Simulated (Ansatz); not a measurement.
# BeB2 (P6/mmm): phonons and vibrational spectra, part 2 of 2

Wanted: phonon frequencies of BeB2 (P6/mmm) and what follows from them.

Ansatz 0.2.0; DFT PBEsol, scalar-relativistic, plane waves, PAW.

So far. Step 3 (Relaxing to small forces for the phonons): The forces vanish by symmetry and the pressure is 0.000 GPa, within the tolerances set. The cell now holds 7.03 Å³/atom. The relaxed cell has a = 2.921, c = 2.855 Å (conventional setting).

## 4. Zone-centre response

The zone centre comes first: it holds the modes that light can see, as far as symmetry allows. No field response is asked, since the mesh shows no gap.

Input file input.yaml:

```yaml
crystal:
  lattice:
    - [2.921252661, 0.0, 0.0]
    - [-1.4606263305, 2.5298790153, 0.0]
    - [0.0, 0.0, 2.8553769829]
  atoms:
    - { symbol: Be, position: [0.0, 0.0, 0.0] }
    - { symbol: B, position: [0.3333333333, 0.6666666667, 0.5] }
    - { symbol: B, position: [0.6666666667, 0.3333333333, 0.5] }
kpoints:
  mp_grid: { grid: [15, 15, 16] }
hamiltonian:
  xc: pbesol
scf:
  occupations: { method: methfessel_paxton, width: 0.15 }
output:
  eigenvalues: true
phonons:
  method: dfpt
```

Run with:

```sh
> ansatz run input.yaml --threads 4 --pin off --max-ram 7168MiB --backend cpu --events-out ev --progress --plain --runs-dir out
```

Numbers of over 12 decimals in the logs are rounded to 6 here.

Log:

```text
zone centre: on kpoints.mp_grid the ground state, and the responses unless they are solved on pairs of k-points, stand on 576 of the mesh's 3600 k-points, reduced under 4 symmetry operations, with k and −k counted as one. Each operation leaves every solved displacement unchanged or reverses it
[...]
Crystal: 3 atoms, lattice volume = 21.102 Å³
Basis set: ecut = 420 eV, 405 PW (Γ), exchange–correlation on 40×40×40 points (8 copies of the dense FFT grid, shifted against one another)
Bands: 8, of which v1, the nominal top of the filled ones, is band 4 counted from 1 (3 counted from 0)
Symmetry: 24 space group operations
k-points: 576 of 3600 (irreducible under 4 space group operations, time reversal used)
[...]
SCF iter   1: F=—  HF=-395.358253 eV  |F-HF|=—  |Δ(HF+E_count)|=         —  Δρ=3.60e-3  dr2=2.78e-3  ethr=1.77e-3  ⟨swp⟩=5.2  Hψ=33622  notcnv=0
[...]
SCF iter   8: F=-395.357346 eV  HF=-395.357346 eV  |F-HF|=5.68e-14  |Δ(HF+E_count)|=  1.64e-11  S|Δr|=    0.00e0  Δρ=2.76e-8  dr2=2.32e-13  ethr=1.00e-12  ⟨swp⟩=5.4  Hψ=17120  notcnv=0
the search or the solves at the SCF's close seem to have found levels that the self-consistency loop had missed (the run counts 1). By its estimate they hold under 1e-12 electrons; where the run keeps them, the occupations were computed again with them
SCF 1 converged in 8 iterations: F = -395.357346 eV  dr2 = 2.32e-13
[...]
DFPT response loops at Γ: preconditioner auto → Kerker (q_TF=auto, 2.321 Å⁻¹) (partly filled bands, converged f_vac=0.000); β = 1.00, the filter's whole step (`scf.mixing.beta` (0.50) is not read by the response loops under this deck's `scf.mixing.preconditioner`; to damp them name `kerker` or `kerker_dos`, under which they read `scf.mixing.beta`, and type it under 1.00, their step now; both keys bind the ground state too); Broyden in place of MSR1
SCF converged after 8 iterations
[...]
Free energy (F): -395.357346 eV
[...]
Internal energy: -395.357145 eV  (E = F + TS)
E sigma→0 (E₀):  -395.357296 eV
Entropy (-TS):   -0.000202 eV (-0.067 meV/atom)
Fermi energy:    9.670122 eV
[...]
--- Band table (eV; the first three rows and the last of 576) ---
[...]
--- Phonons (Γ-DFPT): 4 representative perturbations + reference, on 576 of 3600 k-points (Σ response iterations 10) ---
  k mesh reduced under 4 symmetry operations, with k and −k counted as one. Each operation leaves every solved displacement unchanged or reverses it
  ASR residual: 6.561e-5 → 0.000e0 eV/Å²; symmetrization residual: 1.863e-7 eV/Å²
  ASR residual per site (eV/Å²): 6.56e-5 1.53e-5 1.53e-5
  Γ frequencies (cm⁻¹): 0.00 0.00 0.00 220.54 335.48 335.48 635.25 889.59 889.59
  non-analytic LO–TO correction: not included (Born effective charges unavailable; polar crystals: no LO–TO splitting at Γ)
```

Elapsed: 8 s, on 4 threads of Arm Neoverse V2, shared host; peak memory 0.59 GiB.

In the SCF lines HF is the Harris–Foulkes energy and dr2 the Hartree energy of the density residual, in eV; the loop may stop once dr2 is under the threshold and the program's other checks hold. Hψ counts applications of the Hamiltonian.

Numbers from this step:

```yaml
sum_rule_residual_before_enforcement: 6.56e-5 eV/Å²
point_group: 6/mmm
highest_optical_mode_at_the_zone_centre_no_lo_to_term: 889.6 cm⁻¹
lowest_optical_zone_centre_mode: 220.5 cm⁻¹
```

Patterns of degenerate modes are one choice out of their space. The modes at Γ (shares of kinetic energy by element, %):

```tsv
mode	frequency (cm⁻¹)	symmetry	Be %	B %
1	0.0	acoustic	29	71
2	0.0	acoustic	29	71
3	0.0	acoustic	29	71
4	220.5	A2u	71	29
5	335.5	E1u	71	29
6	335.5	E1u	71	29
7	635.2	B1g	0	100
8	889.6	E2g	0	100
9	889.6	E2g	0	100
```

Displacements in mode 4 (220.5 cm⁻¹), the largest set to 1:
```
Be1  0.00  0.00  1.00
B2   0.00  0.00 -0.42
B3   0.00  0.00 -0.42
```

Displacements in mode 6 (335.5 cm⁻¹), the largest set to 1:
```
Be1  0.00  1.00  0.00
B2   0.00 -0.42  0.00
B3   0.00 -0.42  0.00
```

Before it was imposed, the acoustic sum rule was missed by 6.6e-5 eV/Å². Small misses are needed for a sound result but don't prove that mesh and cutoff are converged. The lowest optical mode is real, 221 cm⁻¹.

## 5. Phonons on a q mesh

Stability and thermal properties need the whole zone. Linear response on a 3×3×4 q mesh gives force constants as far as a supercell of that size would.

input.yaml: that of step 4 with these lines changed.

```diff
@@ -19 +19,9 @@
   method: dfpt
+  qmesh: [3, 3, 4]
+  temperatures: { t_max: 1000, t_step: 50 }
+  qpath:
+    path:
+      - [[0.0, 0.0, 0.0], [0.5, 0.0, 0.0], [0.33333333, 0.33333333, 0.0], [0.0, 0.0, 0.0], [0.0, 0.0, 0.5], [0.5, 0.0, 0.5], [0.33333333, 0.33333333, 0.5], [0.0, 0.0, 0.5]]
+      - [[0.5, 0.0, 0.5], [0.5, 0.0, 0.0]]
+      - [[0.33333333, 0.33333333, 0.5], [0.33333333, 0.33333333, 0.0]]
+    npoints: 10
```

Log:

```text
Warning: phonons: the dynamical matrix that this run interpolates holds no multipole term above the dipole-dipole one, and a site of this crystal is no centre of inversion, so its interpolated transverse optical and acoustic branches and sound speeds can stay off near Gamma, and the density of states and the thermodynamics with them. What a run solves at a wave vector of phonons.qpoints, Gamma apart, where the deck admits one, is free of this, and under fd what a larger phonons.supercell samples
[...]
Crystal: 3 atoms, lattice volume = 21.102 Å³
Basis set: ecut = 420 eV, 405 PW (Γ), exchange–correlation on 40×40×40 points (8 copies of the dense FFT grid, shifted against one another)
Bands: 8, of which v1, the nominal top of the filled ones, is band 4 counted from 1 (3 counted from 0)
Symmetry: 24 space group operations
k-points: 243 of 3600
[...]
SCF iter   1: F=—  HF=-395.358257 eV  |F-HF|=—  |Δ(HF+E_count)|=         —  Δρ=3.60e-3  dr2=2.78e-3  ethr=1.77e-3  ⟨swp⟩=5.2  Hψ=14161  notcnv=0
[...]
SCF iter   8: F=-395.357346 eV  HF=-395.357346 eV  |F-HF|=0.00e0  |Δ(HF+E_count)|=  9.66e-12  S|Δr|=    0.00e0  Δρ=2.21e-8  dr2=1.42e-13  ethr=1.00e-12  ⟨swp⟩=5.3  Hψ=6995  notcnv=0
[...]
SCF 1 converged in 8 iterations: F = -395.357346 eV  dr2 = 1.42e-13
[...]
SCF iter   3: F=-395.357346 eV  HF=-395.357346 eV  |F-HF|=1.14e-13  |Δ(HF+E_count)|=  5.68e-14  S|Δr|=    0.00e0  Δρ=3.78e-8  dr2=2.56e-13  ethr=1.00e-12  ⟨swp⟩=1.0  Hψ=4875  notcnv=0
SCF 2 converged in 3 iterations: F = -395.357346 eV  dr2 = 2.56e-13
phonons: the bands overlap, so this run is a metal and interpolates without the dipole-dipole term. If the crystal is really an insulator or semiconductor, its LO-TO splitting is missing
NSCF: frozen V_eff on 243 k-points
WARN: eigensolver did not converge in 2 slots of this pass, the one above among them; of largest residual over every band (k=201): 1 band(s) unlocked (lowest unlocked band 7, counted from 0; max residual 7.21e-6 eV among the unlocked bands, 7.21e-6 eV over every band); of lowest unlocked band (k=165): band 7
[...]
DFPT response loops at q = (0, 0, 0) (fractional): preconditioner auto → Kerker (q_TF=auto, 2.321 Å⁻¹) (partly filled bands, converged f_vac=0.000); β = 1.00, the filter's whole step (`scf.mixing.beta` (0.50) is not read by the response loops under this deck's `scf.mixing.preconditioner`; to damp them name `kerker` or `kerker_dos`, under which they read `scf.mixing.beta`, and type it under 1.00, their step now; both keys bind the ground state too); Broyden in place of MSR1
[...]
SCF converged after 8 iterations
[...]
Free energy (F): -395.357346 eV
[...]
Internal energy: -395.357145 eV  (E = F + TS)
E sigma→0 (E₀):  -395.357296 eV
Entropy (-TS):   -0.000202 eV (-0.067 meV/atom)
Fermi energy:    9.670122 eV
[...]
--- Band table (eV; the first three rows and the last of 243) ---
[...]
--- Phonons (Γ-DFPT): 4 representative perturbations + reference (Σ response iterations 10) ---
  ASR residual: 6.765e-5 → 0.000e0 eV/Å²; symmetrization residual: 1.773e-7 eV/Å²
  ASR residual per site (eV/Å²): 6.76e-5 1.20e-5 1.20e-5
  Γ frequencies (cm⁻¹): 0.00 0.00 0.00 220.54 335.48 335.48 635.25 889.59 889.59
--- Phonons (arbitrary-q DFPT): 9 irreducible q on the 3×3×4 mesh ---
  q = [0.0000, 0.0000, 0.0000] (star 1, of the zone-centre solve; hermiticity 2.16e-8, symmetrization 3.92e-15): 0.00 0.00 0.00 220.54 335.48 335.48 635.25 889.59 889.59
  q = [0.0000, 0.0000, 0.2500] (star 2, 4 solved perturbations in 2912 linear systems a pass and spin channel, the states on 1024 of 3600 k-point pairs; hermiticity 1.99e-8, symmetrization 1.14e-12): 51.12 51.12 272.28 284.87 284.87 344.90 575.09 886.21 886.21
[...]
q = [0.0000, 0.3333, 0.0000] (star 6, 6 solved perturbations on 1080 of 3600 k-point pairs; hermiticity 9.79e-9, symmetrization 2.40e-10): 91.50 217.83 224.98 266.25 374.24 550.97 682.53 959.82 967.25
[...]
sum rule: each row above includes the acoustic sum rule's correction from the zone centre's row sums; it moved no ω² by more than (1.43 cm⁻¹)²
  mesh force constants: q→R imaginary residual 0.00e0; ASR residual 6.765e-5 → 0.000e0 eV/Å²; symmetrization residual 2.487e-14 eV/Å²
  interpolated dispersion: 93 rows × 9 modes
  density of states and harmonic sums: on the 24×24×24 q-mesh, interpolated from the force constants of a 3×3×4 supercell (no non-analytic term)
  largest difference from the sums on the solved wave vectors: F 3.62e-3 eV, S 7.41e-6 and C_V 6.33e-6 eV/K
  zero-point energy: 0.276273 eV/cell   skipped modes (ω ≤ 0): 18, of them read as no rigid motion or as one in doubt: 15 (9.549e-3 modes/cell left out, lowest -48.99 cm⁻¹)   left out of the sums: 1.09e-3 of the cell's modes: C_V's classical limit lies that fraction below 3 k_B per atom; for a crystal, a wire or a layer, F and S can be off by more, and a phonons.interpolated_qmesh denser along its periods is the remedy for the sampling
```

The job ended after 1.7 min (4 threads; peak memory 1.1 GiB).

Numbers from this step:

* sum-rule residual before enforcement: 6.76e-5 eV/Å²
* lowest frequency on the path: -48.85 cm⁻¹
* highest frequency on the path or at a solved wavevector: 1005 cm⁻¹
* lowest mode on the q mesh (acoustic modes at Γ apart): 51.12 cm⁻¹

Frequencies (cm⁻¹) solved at each irreducible wavevector; negative means imaginary. Frequencies by wavevector, by row:

```tsv
q in reciprocal lattice units	star	mode 1	mode 2	mode 3	mode 4	mode 5	mode 6	mode 7	mode 8	mode 9
0 0 0	1	0	0	0	220.5	335.5	335.5	635.2	889.6	889.6
0 0 0.25	2	51.1	51.1	272.3	284.9	284.9	344.9	575.1	886.2	886.2
0 0 -0.5	1	94.2	94.2	114.9	114.9	168.8	389.2	426.2	733.7	733.7
0 0.3333 0	6	91.5	217.8	225	266.2	374.2	551	682.5	959.8	967.2
0 0.3333 0.25	12	214.4	231.5	259.6	316.8	369.4	474.4	685.9	947.1	982
0 0.3333 -0.5	6	232.3	243.9	355.8	368.6	384.5	425.6	693.4	944.6	1003
0.3333 0.3333 0	2	122.7	265.4	265.4	374.7	374.7	634	799	799	1004
0.3333 0.3333 0.25	4	243.7	250.7	250.7	396.4	396.4	646.8	809	809	996.7
0.3333 0.3333 -0.5	2	266.6	266.6	323.6	421.5	421.5	656.2	818.7	818.7	971.1
```

Interpolated from a 3×3×4 q mesh, rough between the solved points. The phonon branches at the labelled points (cm⁻¹):

```tsv
point	branch 1	branch 2	branch 3	branch 4	branch 5	branch 6	branch 7	branch 8	branch 9
Γ	0	0	0	220	336	336	635	890	890
halfway	36	192	212	266	343	551	596	949	954
M	98	226	269	350	413	437	862	898	978
halfway	112	243	271	343	424	512	829	860	994
K	123	265	265	375	375	634	799	799	1004
halfway	73	193	231	265	399	577	581	953	965
Γ	0	0	0	220	336	336	635	890	890
halfway	51	51	272	285	285	345	575	886	886
A	94	94	115	115	169	389	426	734	734
halfway	204	214	300	370	373	383	549	903	958
L	255	271	336	415	434	438	922	932	962
halfway	260	269	330	412	435	522	875	886	972
H	267	267	324	422	422	656	819	819	971
halfway	220	227	362	378	380	404	578	935	975
A	94	94	115	115	169	389	426	734	734
jump to L	255	271	336	415	434	438	922	932	962
halfway	222	245	245	383	396	416	886	910	953
M	98	226	269	350	413	437	862	898	978
jump to H	267	267	324	422	422	656	819	819	971
halfway	244	251	251	396	396	647	809	809	997
K	123	265	265	375	375	634	799	799	1004
```

The phonon branches as a text plot (rows in cm⁻¹):

```
    983 |    ***********              ***********        ********
    939 |  *****      ****           *****    * **   ****
    895 |**     *    *    *****     **   **      **   *****
    851 |       *** *          *    *      ***    *      **
    807 |      *  **               *   *    **     *       ******
    764 |     *     *           ****          *
    720 |    *       **               *        *    *
    676 |                                                  *
    632 |***       **    ******             **              *****
    588 |   *     *  * **                  *  * *
    544 |   **                       *
    500 |     *  *    * *      *          *    * *
    456 |  *   **    *              *  ****   **  *
    412 |     ***** *  * *      ****  ***********  ************
    368 | *  *  *  *    * *    ********         *****  ****    **
    324 |****  * ** *    ********   *  ********* **  *     *
    280 |  **************    *       * ********      ***  ****  *
    237 |*   ******  ***** ** ** * ** *****    ** ** ******  ***
    193 | ***          ****  *  * * **           **     *     *
    149 |                        ***              ***    *     **
    105 |**  **********   *       *                 *     *
     61 |*             *    ***  *
     17 |   *              **  **
    -27 |***            ***
         Γ     M   K       Γ     A      L   H      A|L   M|H    K
```

The phonon density of states has structure finer than the step of the table below, so its rows give means over 25 cm⁻¹, whole bins alone (the curve runs from -55 to 1005 cm⁻¹). Peaks (cm⁻¹: height): 225.0: 0.0377, 335.0: 0.0180, 435.0: 0.0232, 955.0: 0.0280, 975.0: 0.0311.

Tetrahedra on a 24×24×24 mesh, mean over bins of 10 cm-1. Interpolated from a 3×3×4 q mesh, rough between the solved points. The phonon density of states by wavenumber; means over each step:

```tsv
wavenumber (cm⁻¹)	phonon density of states (1/cm⁻¹/cell)
-25	2.1e-4
0	2.7e-4
25	3.3e-4
50	6.9e-4
75	0.00134
100	0.00323
125	0.00504
150	0.00505
175	0.00652
200	0.0134
225	0.0317
250	0.0331
275	0.0155
300	0.0108
325	0.0158
350	0.0152
375	0.0144
400	0.0152
425	0.0189
450	0.0116
475	0.00703
500	0.00603
525	0.00535
550	0.00488
575	0.00423
600	0.00443
625	0.00383
650	0.00212
675	0.00195
700	0.00219
725	0.00252
750	0.00307
775	0.00387
800	0.00453
825	0.00429
850	0.00466
875	0.00502
900	0.00787
925	0.0122
950	0.0214
975	0.0233
```

The partial phonon density of states has structure finer than the step of the table below, so its rows give means over 50 cm⁻¹, whole bins alone (the curve runs from -58.9 to 1044 cm⁻¹). Peaks (cm⁻¹: height): B 426.6: 0.0184, 974.5: 0.0246; Be 232.4: 0.0299.

Phonopy on the run's constants, 21x21x19 mesh, Gaussian sigma 7.9 cm-1. Interpolated from a 3×3×4 q mesh, rough between the solved points. The partial phonon density of states by wavenumber; means over each step; values in 1/cm⁻¹/cell:

```tsv
wavenumber (cm⁻¹)	B	Be
0	5.0e-5	2.5e-5
50	6.0e-4	3.0e-4
100	0.00117	0.00213
150	0.00141	0.00366
200	0.00307	0.0127
250	0.00452	0.0253
300	0.00466	0.00744
350	0.00964	0.00588
400	0.0142	0.00164
450	0.0118	5.4e-4
500	0.00577	9.4e-5
550	0.00486	4.6e-5
600	0.00429	2.3e-5
650	0.00243	1.4e-5
700	0.00232	1.3e-5
750	0.00308	1.0e-5
800	0.00424	1.0e-5
850	0.00465	1.0e-5
900	0.00799	1.0e-5
950	0.0201	1.2e-5
1000	0.00899	6.7e-6
```

Symmetry leaves 9 wavevectors to solve. The lowest mode among them, the acoustic zeros apart, lies at q = (0, 0, 0.25) and is real, 51.1 cm⁻¹. Between them the interpolated path dips to 49i cm⁻¹.

## 6. Summary of results

| Property | Result |
| --- | --- |
| space group after relaxation (within 0.01 Å) | P6/mmm |
| volume per atom | 7.03 Å³ |
| electronic character | no gap on this mesh |
| highest optical mode at the zone centre (no LO-TO term) | 890 cm⁻¹ |
| lowest optical zone-centre mode | 221 cm⁻¹ |
| lowest mode on the q mesh (acoustic modes at Γ apart) | 51.1 cm⁻¹ |
| highest frequency on the path or at a solved wavevector | 1005 cm⁻¹ |
| imaginary modes on the 3×3×4 q mesh | none |

In words: No mode is imaginary at the 9 irreducible wavevectors solved, but between them the interpolated path dips to 48.9i cm⁻¹, so stability is not settled. The optical modes at Γ span 221 to 890 cm⁻¹. The highest mode in this list at Γ, 889.6 cm⁻¹, is mostly motion of B (100 % of the kinetic energy). The interpolated path dips to 49i cm⁻¹ between the solved wavevectors, which may come from the interpolation; a denser q mesh would tell. The q mesh stands for a supercell only 8.8 Å across, so branches between the solved wavevectors are rough. With no gap, or one that is small against the smearing, the frequencies hang on the k mesh and the smearing, most of all near Kohn anomalies. A phonon run warned that its eigensolver left some bands unconverged in a pass. These are harmonic frequencies at zero temperature: anharmonic shifts, linewidths and thermal expansion are left out.

[Logs are printed without paths, hosts, clocks, repeated set-up lines and the standing remarks that a program may print on its own settings, such as how far it seeks lower states.]

[Hosts, paths, dates, database ids (printed as entryN), source tags and the programs' standing remarks are cut or masked in the printed files.]
